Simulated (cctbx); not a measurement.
## Reading a Patterson map

Space group C2/c (no. 15), a = 8.5450 Å, b = 11.9120 Å, c = 13.3220 Å, α = 90.00°, β = 108.37°, γ = 90.00°, content Tm8 Dy8 Te16 S8.

The data are simulated with cctbx, not measured: synchrotron X-rays, λ = 0.6889 Å, to d = 0.6 Å, 50 % of the full sphere, strongest reflection 5000 counts, noise from counting, a 1.5 % proportional error and a noise floor of 2 counts (s.d.); no absorption.

Patterson synthesis, origin scaled to 1000:

```text
Patterson group C 1 2/m 1
      u       v       w   height  length (A)
  0.000   0.000   0.000   1000.0     0.00
  0.000   0.249   0.500    769.4     7.29
  0.161   0.500   0.834    689.8     6.65
  0.162   0.250   0.333    675.6     5.16
  0.164   0.000   0.832    659.7     2.99
  0.168   0.000   0.334    638.1     4.22
  0.173   0.250   0.834    571.9     4.24
  0.000   0.500   0.000    569.7     5.96
  0.178   0.500   0.334    513.0     7.30
  0.000   0.500   0.500    489.7     8.94
  0.000   0.251   0.000    474.0     2.99
  0.000   0.000   0.500    461.5     6.66
  0.251   0.125   0.251     54.0     3.67
  0.083   0.123   0.916     53.6     2.10
```

**Question.** Which atom pairs make the peaks, and where is the heaviest atom?

A peak at u stands for all pairs with xi − xj = u, with weight Σ ZiZj against Σ Z² = 118248 at the origin. Peak heights follow these weights only roughly, since form factors, motion and series ripples differ, all vectors within 0.55 Å of a peak are counted as merged into it though the farther ones add only part of their weight, and F(000) is left out, which lowers the whole map:

| u | v | w | shortest length (Å) | height | 1000 ΣZiZj/ΣZ² | pairs in the cell |
| --- | --- | --- | --- | --- | --- | --- |
| 0.000 | 0.249 | 0.500 | 7.29 | 769 | 839 | 16 × Te–Te, 8 × Dy–Dy, 4 × Tm–Tm, 8 × S–S |
| 0.161 | 0.500 | 0.834 | 3.04 | 690 | 782 | 16 × Dy–Te, 8 × Tm–Te, 8 × Tm–S |
| 0.162 | 0.250 | 0.333 | 5.16 | 676 | 782 | 16 × Dy–Te, 8 × Tm–Te, 8 × Tm–S |
| 0.164 | 0.000 | 0.832 | 2.99 | 660 | 782 | 16 × Dy–Te, 8 × Tm–Te, 8 × Tm–S |
| 0.168 | 0.000 | 0.334 | 4.22 | 638 | 765 | 8 × Tm–Dy, 8 × Te–Te, 4 × Tm–Tm, 16 × Te–S |
| 0.173 | 0.250 | 0.834 | 4.20 | 572 | 684 | 8 × Tm–Dy, 8 × Te–Te, 16 × Te–S, 2 × Tm–Tm |
| 0.000 | 0.500 | 0.000 | 4.27 | 570 | 678 | 16 × Te–Te, 8 × Dy–Dy, 8 × S–S |
| 0.178 | 0.500 | 0.334 | 5.92 | 513 | 604 | 8 × Tm–Dy, 8 × Te–Te, 16 × Te–S |
| 0.000 | 0.500 | 0.500 | 6.68 | 490 | 628 | 16 × Tm–Te, 16 × Dy–S |
| 0.000 | 0.251 | 0.000 | 2.99 | 474 | 628 | 16 × Tm–Te, 16 × Dy–S |

The table stops at ten peaks or at a height of 45, below which ripples compete. In the model behind the data Tm, the heaviest element, has 1 independent site: (0.5729, 0.6232, 0.4129), up to an allowed shift of origin; the Tm–Tm vectors are differences of these positions and their symmetry mates. Elements of similar Z can't be told apart from the map alone. The whole model:

| atom | mult. | x | y | z | Ueq (Å²) |
| --- | --- | --- | --- | --- | --- |
| Tm1 | 8 | 0.5729 | 0.6232 | 0.4129 | 0.0078 |
| Dy1 | 8 | 0.7513 | 0.1275 | 0.7481 | 0.0089 |
| Te1 | 8 | 0.5879 | 0.1227 | 0.9175 | 0.0122 |
| Te2 | 8 | 0.4077 | 0.6248 | 0.5871 | 0.0097 |
| S1 | 8 | 0.2542 | 0.1246 | 0.2483 | 0.0093 |

The model was made for the exercise: a known structure type with other elements put in, its volume estimated, not relaxed; displacement parameters are assumed.

[Logs are printed without paths, hosts, clocks, repeated set-up lines and the standing remarks that a program may print on its own settings, such as how far it seeks lower states.]
